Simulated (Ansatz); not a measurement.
# BiPb3N (built on the sites of a database entry of Ca3SbN): from the cell to its phonons

Task: relax BiPb3N (built on the sites of a database entry of Ca3SbN), then find its harmonic phonons.

Program: Ansatz 0.2.0. Level of theory: DFT PBE, scalar-relativistic, plane waves, norm-conserving pseudopotentials. Results are calculated unless marked as measured.

The structure was built from a prototype and need not be the compound's stable phase.

### Step 1. Starting point

It takes space group Pm-3m (No. 221, cubic). Conventional cell: a = 4.357 Å, b = 4.357 Å, c = 4.357 Å, α = 90.00°, β = 90.00°, γ = 90.00°. Pb has 2 Bi at 2.18 Å nearest. Nearest to Bi lie 6 Pb at 2.18 Å. Nearest to N lie 12 Pb at 3.08 Å. Farther neighbours and most contacts between anions are not listed.

Coordinates:

```cif
data_structure
_symmetry_space_group_name_H-M 'Pm-3m'
_symmetry_Int_Tables_number 221
_cell_length_a 4.3570
_cell_length_b 4.3570
_cell_length_c 4.3570
_cell_angle_alpha 90.000
_cell_angle_beta 90.000
_cell_angle_gamma 90.000
_cell_volume 82.71
loop_
_atom_site_label
_atom_site_type_symbol
_atom_site_symmetry_multiplicity
_atom_site_Wyckoff_symbol
_atom_site_fract_x
_atom_site_fract_y
_atom_site_fract_z
_atom_site_occupancy
Pb1 Pb 3 c 0.00000 0.50000 0.50000 1
Bi1 Bi 1 b 0.50000 0.50000 0.50000 1
N1 N 1 a 0.00000 0.00000 0.00000 1
```

### Step 2. Rough relaxation

The start is far from rest, so a relaxation with loose tolerances brings it close first.

The input, input.yaml:

```yaml
crystal:
  lattice:
    - [4.35695, 0.0, 0.0]
    - [0.0, 4.35695, 0.0]
    - [0.0, 0.0, 4.35695]
  atoms:
    - { symbol: Pb, position: [0.0, 0.5, 0.5] }
    - { symbol: Pb, position: [0.5, 0.0, 0.5] }
    - { symbol: Pb, position: [0.5, 0.5, 0.0] }
    - { symbol: Bi, position: [0.5, 0.5, 0.5] }
    - { symbol: "N", position: [0.0, 0.0, 0.0] }
kpoints:
  mp_grid: { grid: [6, 6, 6] }
hamiltonian:
  xc: pbe
  pseudopotentials: { kind: nc }
scf:
  occupations: { method: gaussian, width: 0.1 }
output:
  forces: true
  stress: true
  eigenvalues: true
relax:
  adjacent_minimum: "off"
  f_tol: 0.05
  max_steps: 80
  cell: { stress_tol: 0.5 }
```

On the command line:

```sh
ansatz run input.yaml --threads 8 --pin off --max-ram 14336MiB --backend cpu --events-out ev --progress --plain --runs-dir out
```

Numbers of over 12 decimals in the logs are rounded to 6 here.

Log:

```text
The last accepted step is kept in <dir> (removed where the run ends without a failure and the disk answers)
Engine: ansatz 0.2.0, aarch64-unknown-linux-gnu
Pseudopotentials: kind: nc
Pseudopotential: Pb, nc, valence charge 14, recommended cutoff 850 eV (normal), Pb.nc.azcp
Pseudopotential: Bi, nc, valence charge 15, recommended cutoff 897.975746 eV (normal), Bi.nc.azcp
[...]
F+E_penalty+E_count = -9609.45173271 eV   max|allowed force component| = 7.944e-28 eV/Å   (the final SCF, on the basis selected at the relaxed cell)
  cell:  # Å, volume = 216.5188 Å³
    - [6.004800, 0, 0]
    - [0, 6.004800, 0]
    - [0.0, 0, 6.004800]
  atoms:
    - { symbol: Pb, position: [0, 0.5, 0.5] }
    - { symbol: Pb, position: [0.5, 0, 0.5] }
    - { symbol: Pb, position: [0.5, 0.5, 0] }
    - { symbol: Bi, position: [0.5, 0.5, 0.5] }
    - { symbol: N, position: [0, 0, 0] }
[key lines of the parts left out:]
SCF converged after 6 iterations
Free energy (F): -9609.451733 eV
Fermi energy:    4.926874 eV
P = ⅓ Tr σ = -0.1256 GPa (-1.256 kbar)
```

It took 74 s on 8 threads of Arm Neoverse V2, shared host; peak memory 2.2 GiB; 9.5 min of CPU time.

Step by step:

| step | energy less that of the first step (eV) | largest force component (eV/Å) | pressure (GPa) | volume (Å³) |
| --- | --- | --- | --- | --- |
| 1 | 0.0000 | 0.0000 | 198.13 | 82.71 |
| 2 | -12.3468 | 0.0000 | 121.36 | 95.40 |
| 3 | -20.6753 | 0.0000 | 74.56 | 109.34 |
| 4 | -26.1919 | 0.0000 | 44.34 | 124.56 |
| 5 | -29.7078 | 0.0000 | 25.18 | 141.14 |
| 6 | -31.8022 | 0.0000 | 12.28 | 159.61 |
| 7 | -32.7532 | 0.0000 | 4.00 | 179.10 |
| 8 | -32.9115 | 0.0000 | -0.53 | 194.76 |
| 9 | -32.9149 | 0.0000 | -0.03 | 192.80 |
| 10* | -33.7524 | 0.0000 | 3.36 | 192.80 |
| 11 | -33.9373 | 0.0000 | 1.05 | 206.71 |
| 12 | -33.9632 | 0.0000 | -0.14 | 216.52 |
| 13* | -33.9645 | 0.0000 | -0.13 | 216.52 |

Relaxation steps marked * repeat the geometry before them on a plane-wave basis chosen anew for their cell, so energy and pressure can jump there.

The run keeps the 48 symmetry operations that it works with, so distortions that break them were not tested.

| cell as run | before | after | change |
| --- | --- | --- | --- |
| a (Å) | 4.357 | 6.005 | +37.8 % |
| b (Å) | 4.357 | 6.005 | +37.8 % |
| c (Å) | 4.357 | 6.005 | +37.8 % |
| volume (Å³/atom) | 16.54 | 43.30 | +161.8 % |

Final coordinates:

```cif
data_structure
_symmetry_space_group_name_H-M 'P 1'
_symmetry_Int_Tables_number 1
_cell_length_a 6.0048
_cell_length_b 6.0048
_cell_length_c 6.0048
_cell_angle_alpha 90.000
_cell_angle_beta 90.000
_cell_angle_gamma 90.000
_cell_volume 216.52
loop_
_atom_site_label
_atom_site_type_symbol
_atom_site_fract_x
_atom_site_fract_y
_atom_site_fract_z
_atom_site_occupancy
Pb1 Pb 0.00000 0.50000 0.50000 1
Pb2 Pb 0.50000 0.00000 0.50000 1
Pb3 Pb 0.50000 0.50000 0.00000 1
Bi4 Bi 0.50000 0.50000 0.50000 1
N5 N 0.00000 0.00000 0.00000 1
```

This step gave:

* pressure: -0.1256 GPa
* volume per atom: 43.30 Å³
* gap on the k-mesh: 0 eV

In this step the volume went from 16.54 to 43.30 Å³/atom.

### Step 3. Bringing the structure to rest

Harmonic phonons are second derivatives at a point where the forces vanish, and they are wanted at zero stress, so atoms and cell are relaxed first.

input.yaml, the sections that differ from step 2:

```yaml
crystal:
  lattice:
    - [6.0047996523, 0.0, 0.0]
    - [0.0, 6.0047996523, 0.0]
    - [0.0, 0.0, 6.0047996523]
  atoms:
    - { symbol: Pb, position: [0.0, 0.5, 0.5] }
    - { symbol: Pb, position: [0.5, 0.0, 0.5] }
    - { symbol: Pb, position: [0.5, 0.5, 0.0] }
    - { symbol: Bi, position: [0.5, 0.5, 0.5] }
    - { symbol: "N", position: [0.0, 0.0, 0.0] }
relax:
  adjacent_minimum: "off"
  f_tol: 0.005
  max_steps: 80
  cell: { stress_tol: 0.05 }
# kpoints, hamiltonian, scf, output: as in step 2
```

Log:

```text
[...]
Crystal: 5 atoms, lattice volume = 216.519 Å³
Basis set: ecut = 1240 eV, 21559 PW (Γ), exchange–correlation on 144×144×144 points (8 copies of the dense FFT grid, shifted against one another)
Bands: 38, of which v1, the nominal top of the filled ones, is band 31 counted from 1 (30 counted from 0)
Symmetry: 48 space group operations
[...]
k-points: 20 of 216
[...]
--- Relaxed structure (2 steps of the walk, 2 accepted, 1 SCFs on fresh bases) ---
[...]
cell:  # Å, volume = 215.5738 Å³
    - [5.996052, 0, 0.0]
    - [0.0, 5.996052, 0.0]
    - [0.0, 0.0, 5.996052]
  atoms:
    - { symbol: Pb, position: [0, 0.5, 0.5] }
    - { symbol: Pb, position: [0.5, 0, 0.5] }
    - { symbol: Pb, position: [0.5, 0.5, 0] }
    - { symbol: Bi, position: [0.5, 0.5, 0.5] }
    - { symbol: N, position: [0, 0, 0] }
[key lines of the parts left out:]
SCF converged after 10 iterations
Free energy (F): -9609.452179 eV
Fermi energy:    4.964978 eV
P = ⅓ Tr σ = -0.0252 GPa (-0.252 kbar)
```

The job ended after 30 s (8 threads; peak memory 2.3 GiB).

Step by step:

| step | energy less that of the first step (eV) | largest force component (eV/Å) | pressure (GPa) | volume (Å³) |
| --- | --- | --- | --- | --- |
| 1 | 0.0000 | 0.0000 | -0.13 | 216.52 |
| 2 | -0.0005 | 0.0000 | -0.02 | 215.57 |
| 3* | -0.0004 | 0.0000 | -0.03 | 215.57 |

Relaxation steps marked * repeat the geometry before them on a plane-wave basis chosen anew for their cell, so energy and pressure can jump there.

The run keeps the 48 symmetry operations that it works with, so distortions that break them were not tested.

| conventional cell, symmetrised | before | after | change |
| --- | --- | --- | --- |
| a (Å) | 6.005 | 5.996 | -0.1 % |
| b (Å) | 6.005 | 5.996 | -0.1 % |
| c (Å) | 6.005 | 5.996 | -0.1 % |
| volume (Å³/atom) | 43.30 | 43.11 | -0.4 % |

Final coordinates:

```xyz
5
Lattice="5.9961 0.0000 0.0000 0.0000 5.9961 0.0000 0.0000 0.0000 5.9961" Properties=species:S:1:pos:R:3 pbc="T T T"
Pb    0.0000    2.9980    2.9980
Pb    2.9980    0.0000    2.9980
Pb    2.9980    2.9980    0.0000
Bi    2.9980    2.9980    2.9980
N     0.0000    0.0000    0.0000
```

Numbers from this step:

```yaml
pressure: -0.02524 GPa
volume_per_atom: 43.11 Å³
```

In this step the volume went from 43.30 to 43.11 Å³/atom.

### Step 4. Tight relaxation

Phonons need a cell at rest on their own settings, so the relaxation is repeated with tight tolerances on forces and stress on the k mesh and occupations of the first response run.

input.yaml, the sections that differ from step 3:

```yaml
crystal:
  lattice:
    - [5.9960515651, 0.0, 0.0]
    - [0.0, 5.9960515651, 0.0]
    - [0.0, 0.0, 5.9960515651]
  atoms:
    - { symbol: Pb, position: [0.0, 0.5, 0.5] }
    - { symbol: Pb, position: [0.5, 0.0, 0.5] }
    - { symbol: Pb, position: [0.5, 0.5, 0.0] }
    - { symbol: Bi, position: [0.5, 0.5, 0.5] }
    - { symbol: "N", position: [0.0, 0.0, 0.0] }
scf:
  occupations: { method: methfessel_paxton, width: 0.2 }
relax:
  adjacent_minimum: "off"
  f_tol: 0.001
  max_steps: 60
  cell: { stress_tol: 0.01 }
# kpoints, hamiltonian, output: as in step 3
```

Log:

```text
[...]
Crystal: 5 atoms, lattice volume = 215.574 Å³
Basis set: ecut = 1240 eV, 21367 PW (Γ), exchange–correlation on 144×144×144 points (8 copies of the dense FFT grid, shifted against one another)
Bands: 38, of which v1, the nominal top of the filled ones, is band 31 counted from 1 (30 counted from 0)
Symmetry: 48 space group operations
[...]
k-points: 20 of 216
[...]
--- Relaxed structure (3 steps of the walk, 3 accepted, 1 SCFs on fresh bases) ---
[...]
cell:  # Å, volume = 214.9913 Å³
    - [5.990645, 0, 0.0]
    - [0, 5.990645, 0]
    - [0.0, 0, 5.990645]
  atoms:
    - { symbol: Pb, position: [0, 0.5, 0.5] }
    - { symbol: Pb, position: [0.5, 0, 0.5] }
    - { symbol: Pb, position: [0.5, 0.5, 0] }
    - { symbol: Bi, position: [0.5, 0.5, 0.5] }
    - { symbol: N, position: [0, 0, 0] }
[key lines of the parts left out:]
SCF converged after 11 iterations
Free energy (F): -9609.439076 eV
Fermi energy:    4.992559 eV
P = ⅓ Tr σ = -0.0001 GPa (-0.001 kbar)
```

Wall time 38 s (8 threads); peak memory 2.3 GiB; 4.9 min of CPU time.

Little changed from the start: no atom moved by 0.005 Å and no cell edge by 0.1 %.

This step gave:

| Property | Result |
| --- | --- |
| pressure | -6.74e-5 GPa |
| volume per atom | 43.00 Å³ |

The forces vanish by symmetry and the pressure is 0.000 GPa, within the tolerances set. The cell now holds 43.00 Å³/atom.

### Step 5. Zone-centre response

The zone centre is the only wavevector solved here; it holds the modes that light can see, as far as symmetry allows. No field response is asked, since the mesh shows no gap.

input.yaml, the sections that differ from step 4:

```yaml
crystal:
  lattice:
    - [5.9906454035, 0.0, 0.0]
    - [0.0, 5.9906454035, 0.0]
    - [0.0, 0.0, 5.9906454035]
  atoms:
    - { symbol: Pb, position: [0.0, 0.5, 0.5] }
    - { symbol: Pb, position: [0.5, 0.0, 0.5] }
    - { symbol: Pb, position: [0.5, 0.5, 0.0] }
    - { symbol: Bi, position: [0.5, 0.5, 0.5] }
    - { symbol: "N", position: [0.0, 0.0, 0.0] }
output:
  eigenvalues: true
phonons:
  method: dfpt
# kpoints, hamiltonian, scf: as in step 4
# relax: removed
```

Log:

```text
zone centre: on kpoints.mp_grid the ground state, and the responses unless they are solved on pairs of k-points, stand on 64 of the mesh's 216 k-points, reduced under 8 symmetry operations, with k and −k counted as one. Each operation leaves every solved displacement unchanged or reverses it
[...]
Crystal: 5 atoms, lattice volume = 214.991 Å³
Basis set: ecut = 1240 eV, 21247 PW (Γ), exchange–correlation on 144×144×144 points (8 copies of the dense FFT grid, shifted against one another)
Bands: 38, of which v1, the nominal top of the filled ones, is band 31 counted from 1 (30 counted from 0)
Symmetry: 48 space group operations
k-points: 64 of 216 (irreducible under 8 space group operations)
[...]
SCF iter   1: F=—  HF=-9614.532864 eV  |F-HF|=—  |Δ(HF+E_count)|=         —  Δρ=9.51e-2  dr2=4.48e1  ethr=3.10e-3  ⟨swp⟩=27.3  Hψ=26071  notcnv=0
[...]
SCF iter   3: F=—  HF=-9612.125574 eV  |F-HF|=—  |Δ(HF+E_count)|=    1.19e1  S|Δr|=    0.00e0  Δρ=1.02e-1  dr2=5.37e1  ethr=3.10e-3  ⟨swp⟩=31.8  Hψ=45581  notcnv=0  defer=24
automatic band count: the SCF goes on with 45 bands, as 38 were too few: they end inside the smearing window of the response
SCF iter   4: F=—  HF=-9613.177658 eV  |F-HF|=—  |Δ(HF+E_count)|=    1.05e0  S|Δr|=    0.00e0  Δρ=8.91e-2  dr2=3.92e1  ethr=3.10e-3  ⟨swp⟩=7.7  Hψ=7336  notcnv=0  defer=293
[...]
SCF iter  20: F=-9609.439076 eV  HF=-9609.439076 eV  |F-HF|=1.82e-12  |Δ(HF+E_count)|=  3.82e-11  S|Δr|=    0.00e0  Δρ=3.58e-8  dr2=5.43e-12  ethr=1.00e-12  ⟨swp⟩=39.5  Hψ=46620  notcnv=0
SCF 1 converged in 20 iterations: F = -9609.439076 eV  dr2 = 5.43e-12
DFPT response loops at Γ: preconditioner auto → Kerker (q_TF=auto, 2.218 Å⁻¹) (partly filled bands, converged f_vac=0.039); β = 1.00, the filter's whole step (`scf.mixing.beta` (0.50) is not read by the response loops under this deck's `scf.mixing.preconditioner`; to damp them name `kerker` or `kerker_dos`, under which they read `scf.mixing.beta`, and type it under 1.00, their step now; both keys bind the ground state too); Broyden in place of MSR1
SCF converged after 20 iterations
[...]
Free energy (F): -9609.439076 eV
[...]
Internal energy: -9609.456380 eV  (E = F + TS)
E sigma→0 (E₀):  -9609.443402 eV
Entropy (-TS):   0.017304 eV (3.461 meV/atom)
Fermi energy:    4.992559 eV
[...]
--- Band table (eV; the first three rows and the last of 64) ---
  k-point 0: bands = [... 27 lower, 0.9169, 4.7095, 4.7095, 4.7095, 6.1794, 6.1794, 6.1794, 6.6244, ... 10 higher]
  k-point 1: bands = [... 27 lower, 1.7081, 4.6889, 4.6889, 4.7601, 6.0212, 6.0345, 6.0345, 6.3338, ... 10 higher]
  k-point 2: bands = [... 27 lower, 3.2869, 4.6036, 4.6036, 4.8962, 5.7547, 5.8150, 5.8150, 5.9393, ... 10 higher]
  k-point 63: bands = [... 27 lower, 3.3825, 5.4465, 5.4465, 5.4465, 5.7526, 5.7526, 5.7526, 6.4353, ... 10 higher]
--- Phonons (Γ-DFPT): 4 representative perturbations + reference, on 64 of 216 k-points (Σ response iterations 14) ---
  k mesh reduced under 8 symmetry operations, with k and −k counted as one. Each operation leaves every solved displacement unchanged or reverses it
  ASR residual: 1.314e-4 → 0.000e0 eV/Å²; symmetrization residual: 7.156e-6 eV/Å²
  ASR residual per site (eV/Å²): 5.42e-5 5.42e-5 5.42e-5 1.31e-4 8.65e-6
  Γ frequencies (cm⁻¹): -170.00 -170.00 -170.00 -47.40 -47.40 -47.40 -44.90 -44.90 -44.90 0.00 0.00 0.00 140.82 140.82 140.82
  non-analytic LO–TO correction: not included (Born effective charges unavailable; polar crystals: no LO–TO splitting at Γ)
```

Run time: 4.4 min. Hardware: 8 threads; peak memory 8.7 GiB; 33 min of CPU time.

In the SCF lines HF is the Harris–Foulkes energy and dr2 the Hartree energy of the density residual, in eV; the loop may stop once dr2 is under the threshold and the program's other checks hold. Hψ counts applications of the Hamiltonian.

Numbers from this step:

```
sum-rule residual before enforcement                    : 1.31e-4 eV/Å²
point group                                             : m-3m
highest optical mode at the zone centre (no LO-TO term) : 140.8 cm⁻¹
lowest optical zone-centre mode                         : -170 cm⁻¹
```

Patterns of degenerate modes are one choice out of their space. The modes at Γ (shares of kinetic energy by element, %) (negative means imaginary):

| mode | frequency (cm⁻¹) | symmetry | Pb % | Bi % | N % |
| --- | --- | --- | --- | --- | --- |
| 1 | -170.0 | T1u | 6 | 0 | 94 |
| 2 | -170.0 | T1u | 6 | 0 | 94 |
| 3 | -170.0 | T1u | 6 | 0 | 94 |
| 4 | -47.4 | T2u | 100 | 0 | 0 |
| 5 | -47.4 | T2u | 100 | 0 | 0 |
| 6 | -47.4 | T2u | 100 | 0 | 0 |
| 7 | -44.9 | T1u | 65 | 30 | 5 |
| 8 | -44.9 | T1u | 65 | 30 | 5 |
| 9 | -44.9 | T1u | 65 | 30 | 5 |
| 10 | 0.0 | acoustic | 74 | 25 | 2 |
| 11 | 0.0 | acoustic | 74 | 25 | 2 |
| 12 | 0.0 | acoustic | 74 | 25 | 2 |
| 13 | 140.8 | T1u | 55 | 45 | 0 |
| 14 | 140.8 | T1u | 55 | 45 | 0 |
| 15 | 140.8 | T1u | 55 | 45 | 0 |

Displacements in mode 1 (-170.0 cm⁻¹), the largest set to 1:
```
Pb1  0.01  0.00  0.00
Pb2 -0.05  0.00  0.00
Pb3 -0.05  0.00  0.00
Bi4  0.01  0.00  0.00
N5   1.00  0.00  0.00
```

Displacements in mode 15 (140.8 cm⁻¹), the largest set to 1:
```
Pb1  0.00  0.01 -0.04
Pb2  0.00 -0.17 -0.04
Pb3  0.00  0.01  1.00
Bi4  0.00  0.15 -0.90
N5   0.00  0.01 -0.07
```

Before it was imposed, the acoustic sum rule was missed by 1.3e-4 eV/Å². Small misses are needed for a sound result but don't prove that mesh and cutoff are converged. The lowest optical mode is imaginary, 170.0i cm⁻¹, so the energy falls along it.

### Step 6. Another isotope, element N, natural mass 14.007 amu

An isotope changes the mass and not the force constants, so no new electronic calculation is needed; the shifts show which modes move this element.

The same force constants with the mass of N changed from 14.007 to 15.000 u (phonopy, no LO-TO term). Both lists are sorted by frequency; levels can cross, so a row need not hold one and the same mode. Modes under 3 cm⁻¹ are left out. Isotope shifts, by row:

| q | rank | natural mass (cm⁻¹) | changed mass (cm⁻¹) |
| --- | --- | --- | --- |
| 0 0 0 | 1 | -170 | -164.6 |
| 0 0 0 | 2 | -170 | -164.6 |
| 0 0 0 | 3 | -170 | -164.6 |
| 0 0 0 | 4 | -47.4 | -47.4 |
| 0 0 0 | 5 | -47.4 | -47.4 |
| 0 0 0 | 6 | -47.4 | -47.4 |
| 0 0 0 | 7 | -44.9 | -44.83 |
| 0 0 0 | 8 | -44.9 | -44.83 |
| 0 0 0 | 9 | -44.9 | -44.83 |
| 0 0 0 | 13 | 140.8 | 140.8 |
| 0 0 0 | 14 | 140.8 | 140.8 |
| 0 0 0 | 15 | 140.8 | 140.8 |

A mode of this element alone would shift by -3.37 %. The highest zone-centre frequency without the field goes from 140.8 to 140.8 cm⁻¹ (+0.0 %).

### Step 7. Another isotope, element Pb, natural mass 207.2 amu

The same for Pb, from 207.20 to 203.97 u.

A mode of this element alone would shift by +0.79 %. The highest zone-centre frequency without the field goes from 140.8 to 141.4 cm⁻¹ (+0.4 %).

### Step 8. Outcome

| Property | Result |
| --- | --- |
| space group after relaxation (within 0.01 Å) | Pm-3m |
| volume per atom | 43.0 Å³ |
| electronic character | no gap on this mesh |
| highest optical mode at the zone centre (no LO-TO term) | 141 cm⁻¹ |
| lowest optical zone-centre mode | -170 cm⁻¹ |
| imaginary modes at Γ (the only wavevector solved) | yes |

A zone-centre mode is imaginary (170.0i cm⁻¹), so this structure is not a minimum of the energy. The optical modes at Γ span -170 to 141 cm⁻¹ (negative means imaginary). No dispersion was computed. With no gap, or one that is small against the smearing, the frequencies hang on the k mesh and the smearing, most of all near Kohn anomalies. Spin-orbit coupling is left out, which can matter for the heavy elements here. The starting cell was built on a prototype and not taken from a measurement, so the phase need not exist. These are harmonic frequencies at zero temperature: anharmonic shifts, linewidths and thermal expansion are left out.

[Logs are printed without paths, hosts, clocks, repeated set-up lines and the standing remarks that a program may print on its own settings, such as how far it seeks lower states.]

[Hosts, paths, dates, database ids (printed as entryN), source tags and the programs' standing remarks are cut or masked in the printed files.]
